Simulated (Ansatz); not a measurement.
## Sensitivity of the G0W0 gap of SnO2 (Cassiterite)

Aim: change settings of a G0W0 run on SnO2 (Cassiterite) and see what moves.

Main program and level: Ansatz 0.2.0; G0W0 on PBE, plane waves, PAW.

## Step 1: Set-up

The structure is tetragonal, space group P4_2/mnm (No. 136). Conventional cell: a = 4.738 Å, b = 4.738 Å, c = 3.187 Å, α = 90.00°, β = 90.00°, γ = 90.00°. Nearest to Sn lie 6 O at 2.05 to 2.06 Å. Nearest to O lie 3 Sn at 2.05 to 2.06 Å. Farther neighbours and most contacts between anions are not listed.

The cell and positions come from the Crystallography Open Database and are kept as given unless a step says otherwise. The default PAW set here is soft_2. Its files were made with PBE.

## Step 2: The base run: 4×4×4 mesh, 162 empty bands, screening to 100 eV

Now the one-shot GW correction: screening in the RPA, then the self-energy of the levels asked for.

Input file input.yaml:

```yaml
crystal:
  lattice:
    - [4.738, 0.0, 0.0]
    - [0.0, 4.738, 0.0]
    - [0.0, 0.0, 3.1865]
  atoms:
    - { symbol: Sn, position: [0.0, 0.0, 0.0] }
    - { symbol: Sn, position: [0.5, 0.5, 0.5] }
    - { symbol: O, position: [0.3071, 0.3071, 0.0] }
    - { symbol: O, position: [0.1929, 0.8071, 0.5] }
    - { symbol: O, position: [0.6929, 0.6929, 0.0] }
    - { symbol: O, position: [0.8071, 0.1929, 0.5] }
kpoints:
  mp_grid: { grid: [4, 4, 4] }
hamiltonian:
  xc: pbe
scf:
  occupations: { method: fixed }
gw:
  n_empty_bands: 162
  ecut_chi: 100.0
  qp_bands: [v2, c2]
  qp_kpoints: band_edges
  screening: { model: contour_deformation }
```

The run is started by

```console
$ ansatz run input.yaml --threads 3 --pin off --max-ram 64512MiB --backend cuda --events-out ev --progress --plain --runs-dir out --devices 1 --max-vram 24GiB  # rebuilt from the run's record
```

Numbers of over 12 decimals in the logs are rounded to 6 here.

What it wrote:

```text
GPUs: using 1 of 1 available (devices: 1).
Engine: ansatz 0.2.0, x86_64-unknown-linux-gnu
Pseudopotentials: kind: paw
Pseudopotential: Sn, paw, valence charge 14, recommended cutoff 420 eV (normal), Sn.paw.azcp
Pseudopotential: O, paw, valence charge 6, recommended cutoff 420 eV (normal), O.paw.azcp
Functional definition: PBE
  parameter kappa = 0.804
  parameter beta = 0.066725
  exchange = pbe_x(kappa = kappa, mu = beta*pi^2/3)
  correlation = pbe_c(beta = beta)
device memory: the entry about to start is reckoned to put 0.8 GiB on a device that reports 69.8 GiB free (of which the cap on the GPU budget leaves the run 24.0 GiB)
GPU FFT provider: cuFFT
GPU libraries: cuBLAS 13.8.1, cuFFT 12.4.0, cuSOLVER 12.3.2
Crystal: 6 atoms, lattice volume = 71.533 Å³
Basis set: ecut = 420 eV, 1411 PW (Γ)
Bands: 32, of which v1, the nominal top of the filled ones, is band 26 counted from 1 (25 counted from 0)
Symmetry: 16 space group operations
Space group: P42/mnm (ITA 136), of the structure as read, at distance tolerance 4.2e-5 Å
k-points: 18 of 64
Non-local potential: Sn, projectors of the file, l = 0: 2, l = 1: 2, l = 2: 2, l = 3: 2
Non-local potential: O, projectors of the file, l = 0: 2, l = 1: 2, l = 2: 1
PAW form: soft (Blöchl's): semilocal exchange-correlation on the pseudo side does not see the compensation charge
PAW one-centre angular grid: Sn, 590 points (default); XC on 64 Gauss nodes
PAW one-centre angular grid: O, 110 points (default); XC on 64 Gauss nodes
Initial density: superposition of atomic densities (neutral atoms: chi_scale 0, normalization atom), corrected by the library's trained network
Initial wavefunctions: pseudopotential atomic-orbital guess
GPU buffer pool allocated for 24576 grid points (all kernels)
GPU transforms: local potential and band sums: pruned to the plane-wave sphere, on 32×32×24
Functional: x = pbe(κ = 0.804, μ = 0.219515), c = pbe(β = 0.066725)
SCF iter   1: F=—  HF=-14317.827550 eV  |F-HF|=—  |Δ(HF+E_count)|=         —  Δρ=1.06e-3  dr2=2.11e-4  ethr=1.77e-3  ⟨swp⟩=4.0  Hψ=2235  notcnv=0  defer=72
preconditioner: auto → Resta (q_TF=auto, 2.587 Å⁻¹)  ε∞=3.6  [insulator: Δε(μ)=1.283 eV  Ē_g=19.763 eV  n_scr=18 (ndim 8)  ℏωp=31.7 eV  f_vac=0.027  ε∞_Penn≈3.6]
SCF iter   2: F=—  HF=-14317.829246 eV  |F-HF|=—  |Δ(HF+E_count)|=   1.70e-3  Δρ=5.99e-4  dr2=7.74e-5  ethr=4.05e-7  ⟨swp⟩=2.9  Hψ=1298  notcnv=0  defer=72
SCF iter   3: F=—  HF=-14317.829543 eV  |F-HF|=—  |Δ(HF+E_count)|=   2.97e-4  Δρ=2.29e-4  dr2=2.59e-5  ethr=1.49e-7  ⟨swp⟩=2.7  Hψ=956  notcnv=0  defer=72
SCF iter   4: F=—  HF=-14317.829556 eV  |F-HF|=—  |Δ(HF+E_count)|=   1.26e-5  Δρ=5.60e-5  dr2=1.91e-6  ethr=4.98e-8  ⟨swp⟩=2.0  Hψ=746  notcnv=0  defer=72
[...]
E_band       = -114.418522
  E_kinetic    = 1085.345741
  E_local      = -2861.020373  (includes V_loc(G=0)·N_el)
  E_nonlocal   = 134.911707
  E_hartree    = 1491.211764
  E_xc         = -1054.950581
  E_vxc        = -564.062066  (∫ρ·V_xc dr)
  E_paw        = -8930.486051  (= ΣΔE_a)
  E_vpaw       = -892.026357  (= ΣTr[D̂ρ^β])
  E_aug_tail   = 0.010018  (compensation charges beyond the density's cutoff)
  E_ewald      = -4182.851779
  E_smearing   = -0.000000  (= −TS)
  E_closure    = 0.000000  (closes the sum)
  Σ components = -14317.829556   (vs F -14317.829556, Δ=0.00e0)
--- Band table (eV; the first three rows and the last of 18) ---
  k-point 0: bands = [... 22 lower, 8.3075, 8.7549, 8.7549, 9.5289, 10.8096, 15.6959, 15.8975, 15.8975, ... 2 higher]
  k-point 1: bands = [... 22 lower, 7.0118, 8.6906, 8.6906, 9.0286, 13.3864, 16.4846, 17.9807, 17.9807, ... 2 higher]
  k-point 2: bands = [... 22 lower, 7.8755, 7.8755, 8.2711, 8.2711, 15.7701, 15.7701, 19.3182, 19.3182, ... 2 higher]
  k-point 17: bands = [... 22 lower, 8.5599, 8.5599, 8.6943, 8.6943, 14.4679, 14.4679, 18.4248, 18.4248, ... 2 higher]
--- G₀W₀: contour deformation, 7 samples at zero and on the imaginary axis and 2 off it, 64 q-points, 162 empty bands' worth ---
  eigenvalues of the whole cell's RPA ε∞ on this k-mesh (on a slab, of 1 + 4πα/V) = 4.5075, 4.5075, 4.7578; static W/v taken at q = 0 is 0.216042
  gw.qp_kpoints: band_edges: 8 of 18 stored k-points solved, in 1 pass; an edge of the gap read off the rows below is read off those points alone
    valence top: of the k-points left out ik 1 came nearest to being solved in a further pass, in band 26 (counted from 1, as in the quasiparticle table): it holds the edge there only if its correction is more favourable than any solved in that band by at least 0.380 eV; those differ by 0.291 eV
    conduction bottom: of the k-points left out ik 1 came nearest to being solved in a further pass, in band 27 (counted from 1, as in the quasiparticle table): it holds the edge there only if its correction is more favourable than any solved in that band by at least 2.577 eV; those differ by 0.704 eV
    ik  band        ε_KS         Σx   Σc(E_QP)       V_xc       Z   E_QP_lin       E_QP  E_QP is
     0    25      8.7549   -26.4238     5.0395   -20.7674  0.7523     8.1309     8.1380  root
     0    26      9.5289   -27.1775     5.3781   -21.1422  0.7527     8.8637     8.8716  root
     0    27     10.8096   -14.4338    -3.3378   -18.5808  0.8249    11.6257    11.6188  root
     0    28     15.6959   -12.1122    -4.5540   -17.8356  0.8029    16.8950    16.8653  root
     2    25      8.2711   -26.2875     5.5340   -19.9253  0.7437     7.4268     7.4430  root
     2    26      8.2711   -26.2875     5.5340   -19.9253  0.7437     7.4268     7.4430  root
     2    27     15.7701   -14.7508    -4.5087   -20.7659  0.7878    17.3187    17.2765  root
     2    28     15.7701   -14.7508    -4.5087   -20.7659  0.7878    17.3187    17.2765  root
[...]
17    25      8.6943   -26.6246     5.5471   -20.3046  0.7461     7.9088     7.9215  root
    17    26      8.6943   -26.6246     5.5471   -20.3046  0.7461     7.9088     7.9215  root
    17    27     14.4679   -13.3307    -4.1517   -18.6872  0.8118    15.7000    15.6728  root
    17    28     14.4679   -13.3307    -4.1517   -18.6872  0.8118    15.7000    15.6728  root
[key lines of the parts left out:]
SCF converged after 6 iterations
Free energy (F): -14317.829556 eV
Fermi energy:    9.528859 eV
```

Run time: 5.8 s. Hardware: 1 × NVIDIA H100 80GB HBM3 (shared by 3 runs) with 3 threads of AMD EPYC 7R13 (Zen 3), shared host; peak memory 1.3 GiB.

In the SCF lines HF is the Harris–Foulkes energy and dr2 the Hartree energy of the density residual, in eV; the loop may stop once dr2 is under the threshold and the program's other checks hold. Hψ counts applications of the Hamiltonian.

Numbers from this step:

```yaml
bands_summed: 188
rpa_eps_infinity_on_this_mesh_eigenvalues: 4.508, 4.508, 4.758
plane_waves_in_the_screening_matrix: 161
q_points_in_the_mesh: 64
g0w0_gap_on_the_mesh: 2.747 eV
k_of_the_valence_top: 0, 0, 0
k_of_the_conduction_bottom: 0, 0, 0
starting_gap_on_the_mesh: 1.281 eV
z_at_the_valence_top: 0.7527
z_at_the_conduction_bottom: 0.8249
least_direct_g0w0_gap_on_the_computed_points: 2.747 eV
```

The gap on the mesh goes from 1.28 eV to 2.75 eV, a correction of +1.47 eV. Between the two edge states, bare exchange in place of the xc potential would open the gap by 10.18 eV, and correlation takes back 8.72 eV.

## Step 3: Variant: low screening cutoff

Edit input.yaml of step 2 so:

```diff
@@ -13,3 +13,3 @@
 kpoints:
-  mp_grid: { grid: [4, 4, 4] }
+  mp_grid: { grid: [2, 2, 4] }
 hamiltonian:
@@ -19,4 +19,4 @@
 gw:
-  n_empty_bands: 162
-  ecut_chi: 100.0
+  n_empty_bands: 213
+  ecut_chi: 25
   qp_bands: [v2, c2]
```

What it wrote:

```text
GPUs: using 1 of 1 available (devices: 1).
[...]
GPU FFT provider: cuFFT
GPU libraries: cuBLAS 13.8.1, cuFFT 12.4.0, cuSOLVER 12.3.2
Crystal: 6 atoms, lattice volume = 71.533 Å³
Basis set: ecut = 420 eV, 1411 PW (Γ)
Bands: 32, of which v1, the nominal top of the filled ones, is band 26 counted from 1 (25 counted from 0)
[... 1 set-up line as in the run before ...]
[...]
k-points: 9 of 16
[...]
GPU buffer pool allocated for 24576 grid points (all kernels)
[...]
SCF iter   1: F=—  HF=-14317.801010 eV  |F-HF|=—  |Δ(HF+E_count)|=         —  Δρ=1.15e-3  dr2=2.76e-4  ethr=1.77e-3  ⟨swp⟩=4.0  Hψ=1115  notcnv=0  defer=36
[...]
SCF iter   6: F=-14317.802751 eV  HF=-14317.802751 eV  |F-HF|=6.32e-9  |Δ(HF+E_count)|=   1.86e-7  Δρ=4.06e-6  dr2=6.14e-9  ethr=1.92e-10  ⟨swp⟩=8.1  Hψ=998  notcnv=0
SCF 1 converged in 6 iterations: F = -14317.802751 eV  dr2 = 6.14e-9
[...]
NSCF: frozen V_eff on 9 k-points, pencils in batches of 32, up to order 128
[...]
NSCF: frozen V_eff on 9 k-points
G₀W₀ screening: q 1/9
[... further progress lines ...]
SCF converged after 6 iterations
Free energy (F): -14317.802751 eV
[...]
Internal energy: -14317.802751 eV  (E = F + TS)
E sigma→0 (E₀):  -14317.802751 eV
Fermi energy:    9.536683 eV
[...]
--- Band table (eV; the first three rows and the last of 9) ---
  k-point 0: bands = [... 22 lower, 8.3118, 8.7623, 8.7623, 9.5367, 10.8111, 15.6970, 15.8982, 15.8982, ... 2 higher]
[...]
`?` marks the rows in doubt; gw_qp.tsv's column doubts and the gw_qp event give each row's grounds
[...]
0    25      8.7623   -26.6047     4.9288   -20.7677  0.7616     7.8220     7.8540  root
     0    26      9.5367   -27.2561     5.0862   -21.1426  0.7636     8.4656     8.5094  root
     0    27     10.8111   -14.1189    -3.6703   -18.5821  0.8130    11.6234    11.6040  root
     0    28     15.6970   -12.1122    -4.4893   -17.8320  0.7961    17.0085    16.9275  root
     1    25      8.6977   -26.7229     4.9750   -20.8155  0.7610     7.7309     7.7653  root
     1    26      9.0360   -26.5668     5.1676   -20.3296  0.7592     7.9161     7.9664  root
     1    27     13.3891   -15.5814    -3.6716   -20.3976  0.7988    14.5896    14.5337  root
     1    28     16.4869   -13.8955    -4.7209   -20.1870  0.7836    18.1815    18.0575  root ?
     2    25      8.2779   -26.3341     5.3343   -19.9242  0.7516     7.1488     7.2023  root
[...]
2    27     15.7727   -14.6979    -4.4930   -20.7651  0.7874    17.4692    17.3469  root ?
     2    28     15.7727   -14.6979    -4.4930   -20.7651  0.7874    17.4692    17.3469  root ?
[...]
5    27     16.0506   -14.8422    -4.5245   -20.9539  0.7862    17.7642    17.6379  root ?
     5    28     16.0506   -14.8422    -4.5245   -20.9539  0.7862    17.7642    17.6379  root ?
[...]
6    27     14.3806   -14.6495    -4.0800   -19.9794  0.7974    15.7177    15.6305  root
     6    28     14.3806   -14.6495    -4.0800   -19.9794  0.7974    15.7177    15.6305  root
     8    25      8.7015   -26.6823     5.3098   -20.3042  0.7552     7.5823     7.6332  root
     8    26      8.7015   -26.6823     5.3098   -20.3042  0.7552     7.5823     7.6332  root
     8    27     14.4696   -13.2246    -4.1665   -18.6862  0.8026    15.8413    15.7647  root ?
     8    28     14.4696   -13.2246    -4.1665   -18.6862  0.8026    15.8413    15.7647  root ?
```

It took 9.2 s on 1 × NVIDIA H100 80GB HBM3 (shared by 3 runs) with 3 threads; peak memory 1.1 GiB; 13 s of CPU time.

Against the base:

| setting | base | variant |
| --- | --- | --- |
| mesh | 4×4×4 | 2×2×4 |
| empty bands | 162 | 213 |
| screening cutoff (eV) | 100.0 | 25 |

| quantity | variant | base |
| --- | --- | --- |
| starting gap on the mesh | 1.274 | 1.281 |
| G0W0 gap on the mesh | 3.095 | 2.747 |
| least direct G0W0 gap on the computed points | 3.095 | 2.747 |
| Z at the valence top | 0.764 | 0.753 |
| Z at the conduction bottom | 0.813 | 0.825 |

## Step 4: Results

| Quantity | Value |
| --- | --- |
| base | 2.75 eV, 5.8 s |
| low screening cutoff | 3.09 eV, 9.2 s |

What this shows: Low screening cutoff: the gap moves by +0.35 eV; such settings are too crude to quote. The variant differs from the base in mesh, empty bands and screening cutoff together, so the change can't be laid to one of them. All runs here use a coarse mesh and modest cutoffs; they test settings and are not final values. The 4×4×4 mesh is coarse for this cell (its supercell is 13 Å along the shortest edge). The RPA ε∞ on it, from the PBE start, is 4.51 and 4.76; such meshes misread the long-range screening, most where the gap is narrow. The many-body steps are scalar-relativistic: spin-orbit coupling is not in them.

[Paths, hosts, dates, memory and timing lines, banners, echoed tables and standing remarks are left out of the program output.]

[Logs are printed without paths, hosts, clocks, repeated set-up lines and the standing remarks that a program may print on its own settings, such as how far it seeks lower states.]

[Runs of the session that timed out or met a known fault of the program may be left out.]

[Cells called generated may have been cut or substituted from an entry of the Crystallography Open Database or the Materials Project.]

[Hosts, paths, dates, database ids (printed as entryN), source tags and the programs' standing remarks are cut or masked in the printed files.]
